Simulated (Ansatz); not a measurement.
# SiC (P6_3mc):V_C (site 1), thermodynamic levels from a 108-atom cell, part 2 of 2

Wanted: the transition levels of a vacancy in SiC (P6_3mc), from a cell of 108 host atoms with 1 C taken out.

Ansatz; place-levels on r2SCAN runs: charge-transition levels and formation energies with image-charge correction and potential alignment at the atomic sites; PAW set soft_1.

So far: The starting structure; Charge states; Levels against the band edges, r2SCAN.

### 3. Levels against the band edges, r2SCAN (continued)

Levels between the charges placed, in eV above the valence top:

```tsv
	gap (eV)	(+2/+1)	(+1/0)	(0/−1)	(−1/−2)
r2SCAN	2.37	1.30	1.44	2.25	2.65
```

Corrections by state:

```tsv
charge	moment (μB)	image terms and alignment (eV)	band filling (eV)	ε used	over the lowest of its charge, as the program ranks them, band filling apart (eV)
+2	0.0	0.409	-	principal values (10.43, 10.43, 10.95)	0.000
+1	1.0	0.064	-	principal values (10.43, 10.43, 10.95)	0.000
0	0.0	0.000	-	-	0.000
−1	1.0	0.222	-	principal values (10.43, 10.43, 10.95)	0.000
−2	2.0	0.743	-0.035	principal values (10.43, 10.43, 10.95)	0.000
−2	0.0	0.750	-	principal values (10.43, 10.43, 10.95)	0.045
```

The charged structures listed were also run neutral, and place-levels reads from each pair, by the potential or the spins, how wide the charge is by which they differ; that can be the carrier of either run.

```tsv
charge	rms radius (Å)	spread where it is widest against the cell (Å)	wide from (Å)	reading
+2	3.3	1.67	1.41	wide
+1	2.9	1.54	1.41	wide
−1	2.3	1.77	1.41	wide
−2	2.4	1.42	1.41	wide
```

The neutral runs of these pairs need not share the spin of the lowest neutral state, and very wide values only mean spread over the cell.

From the program's caveats on the states, each cut to its opening words:

- charge +2: it parts from the run at its places by a charge that spreads by about 1.7 Å along one vector (1.4 Å or more is wide), by its potential at epsilon [7.09, 7.09, [...]
- charge +1 (1 μB), −2: it parts from the run at its places by a charge that spreads by about 1.5 Å along one vector (1.4 Å or more is wide), by its potential at epsilon [7.09, 7.09, [...]
- charge +1 (1 μB): the host's ions (past the first shell or, of a walk that freed a part, those that it held) aren't shown at rest: they stand up to 0.042 Å off their sites, 0.42 [...]
- charge +1 (1 μB), −1 (1 μB), −2 (2 μB): flagged: stability check not made
- charge 0: its sublattices stand up to 0.0462 Å off the host's, which by the two runs' forces adds about -0.01 eV to its energy against the host's, and moves the band [...]
- charge −1 (1 μB): it parts from the run at its places by a charge that spreads by about 1.8 Å along one vector (1.4 Å or more is wide), by its potential at epsilon [7.09, 7.09, [...]
- charge −2 (2 μB): it parts from the run at its places by a charge that spreads by about 1.4 Å along one vector (1.4 Å or more is wide), by its potential at epsilon [7.09, 7.09, [...]
- charge −2 (2 μB): a band-filling correction moves a carrier to the host's band edge, which changes its energy by -0.035 eV
- charge −2: its sublattices stand up to 0.0382 Å off the host's, which by the two runs' forces adds about -0.01 eV to its energy against the host's, and moves the band [...]

The host's formation energy from the elements is -0.342 eV per atom at this strain; it sets how far the chemical potentials can move.

Limit set by the element alone; other compounds of these elements are not counted. Chemical potentials from the elements' reference states: C 0.00 eV, Si -0.68 eV. Formation energy by charge state (C-rich; gap 2.37 eV):

```tsv
charge	at valence top (eV)	at conduction bottom (eV)	correction included (eV)
+2	2.36	7.10	0.41
+1	3.67	6.03	0.06
0	5.11	5.11	0.00
−1	7.36	4.99	0.22
−2	10.00	5.27	0.71
```

| Fermi level (eV) | lowest formation energy (eV) |
| --- | --- |
| 0.00 | 2.36 |
| 0.21 | 2.79 |
| 0.43 | 3.22 |
| 0.64 | 3.65 |
| 0.86 | 4.08 |
| 1.07 | 4.51 |
| 1.29 | 4.95 |
| 1.51 | 5.11 |
| 1.72 | 5.11 |
| 1.94 | 5.11 |
| 2.15 | 5.11 |
| 2.37 | 4.99 |

Limit set by the element alone; other compounds of these elements are not counted. Chemical potentials from the elements' reference states: Si 0.00 eV, C -0.68 eV. Formation energy by charge state (Si-rich; gap 2.37 eV):

```tsv
charge	at valence top (eV)	at conduction bottom (eV)	correction included (eV)
+2	1.68	6.41	0.41
+1	2.98	5.35	0.06
0	4.42	4.42	0.00
−1	6.67	4.31	0.22
−2	9.32	4.59	0.71
```

| Fermi level (eV) | lowest formation energy (eV) |
| --- | --- |
| 0.00 | 1.68 |
| 0.21 | 2.11 |
| 0.43 | 2.54 |
| 0.64 | 2.97 |
| 0.86 | 3.40 |
| 1.07 | 3.83 |
| 1.29 | 4.26 |
| 1.51 | 4.42 |
| 1.72 | 4.42 |
| 1.94 | 4.42 |
| 2.15 | 4.42 |
| 2.37 | 4.31 |

### 4. Effect of the sampling

The relaxations' own energies give the levels at their sampling, for comparison.

The input, levels.relax_mesh.yaml:

```yaml
host:
  run: host.relax.run
states: [qm2.relax.run, qm1_M1.relax.run, q0.relax.run, qp1_M1.relax.run, qp2.relax.run, qm2_M2.relax.run]
chemical_potentials:
  C:
    energy: -251.553391
    dataset: "<sha256 of the dataset>"
```

Started as:

```
> ansatz place-levels levels.relax_mesh.yaml -- --threads 4 --pin off --max-ram 15073MiB
```

What it wrote:

```text
(+2/+1) 0.996 eV above the valence edge, 1.379 eV under the conduction edge
(+1/0) 1.366 eV above the valence edge, 1.009 eV under the conduction edge
(0/-1) 2.158 eV above the valence edge, 0.218 eV under the conduction edge
(-1/-2) 2.573 eV above the valence edge, in the conduction band
formation energy of charge +2: +2.815 eV with the Fermi level at the valence edge
formation energy of charge +1: +3.811 eV with the Fermi level at the valence edge
formation energy of charge 0: +5.177 eV with the Fermi level at the valence edge
formation energy of charge -1: +7.335 eV with the Fermi level at the valence edge
formation energy of charge -2: +9.907 eV with the Fermi level at the valence edge
  edges by r2scan, gap 2.375 eV; the host is sampled to repeats of 16.24 Å
[... the lines on each state left out ...]
```

It took 0.21 s on 4 threads of Arm Neoverse V2, shared host.

Levels between neighbouring charges, in eV above the valence top:

```tsv
	gap (eV)	(+2/+1)	(+1/0)	(0/−1)	(−1/−2)
one point at (¼, ¼, ¼)	2.38	1.00	1.37	2.16	2.57
a 2×2×2 shifted mesh	2.37	1.30	1.44	2.25	2.65
```

Going from one point at (¼, ¼, ¼) to a 2×2×2 shifted mesh moves the levels that carry no band-filling term by up to 0.31 eV and formation energies against the elements by up to 0.45 eV; band-filling terms, which differ between samplings, are in these energies.

### 5. Outcome

| Item | Value |
| --- | --- |
| gap of the host | 2.37 eV (r2SCAN) |
| level (plus 2/plus 1) | 1.30 eV above the valence top |
| level (plus 1/0) | 1.44 eV above the valence top |
| level (0/minus 1) | 2.25 eV above the valence top |
| level (minus 1/minus 2) | 2.65 eV above the valence top, past the conduction bottom (2.68 eV above the valence top without the band-filling term) |
| lowest of the charges placed, just above the valence top (0.02 eV) | +2 |
| lowest of the charges placed, just below the conduction bottom (0.02 eV) | −1 |
| lowest formation energy at mid-gap of the charges run, C-rich | 4.73 eV |
| lowest formation energy at mid-gap of the charges run, Si-rich | 4.05 eV |

**Reading.** Of the charges placed (−2, −1, 0, +1 and +2), the lowest changes at 1.30 eV (+2/+1), 1.44 eV (+1/0) and 2.25 eV (0/−1) above the valence top, in a gap of 2.37 eV. (0/−1) lies nearer to a band edge than the share of the finite-size correction in it (0.22 eV), and that correction holds for a localised charge alone. (0/−1) lies 0.12 eV from a band edge, less than the doubt on such levels. Charges above +2 were not placed, so these runs say nothing of levels that involve them. States placed: +2 at 0 μB; +1 at 1 μB; 0 at 0 μB; −1 at 1 μB; −2 at 2 μB and 0 μB. Other spin states or structures, where not listed, weren't placed. The program finds carriers beyond a band edge of the host and adds a band-filling term at charge −2 (-0.04 eV); steps to such a charge show no bound level, and a defect level inside a band would be read the same way. Going from one point at (¼, ¼, ¼) to a 2×2×2 shifted mesh moves the levels that carry no band-filling term by up to 0.31 eV and formation energies against the elements by up to 0.45 eV; band-filling terms, which differ between samplings, are in these energies. What this leaves open: r2SCAN makes the gap too small and tends to spread out bound carriers; force components of up to 0.53 eV/Å remain in a run at the final settings.

[Logs are printed without paths, hosts, clocks, repeated set-up lines and the standing remarks that a program may print on its own settings, such as how far it seeks lower states.]

[Hosts, paths, dates, database ids (printed as entryN), source tags and the programs' standing remarks are cut or masked in the printed files.]

[Where a table of states has a column of steps, it counts the stored structures, which are thinned; the runs took as many ionic steps or more.]

[A defect's name tells the site on which it was built; relaxed atoms can leave that site.]

[For some hosts the program warned that the k-mesh of the response run may be too coarse for force constants and the static dielectric constant; such warnings are not shown here.]
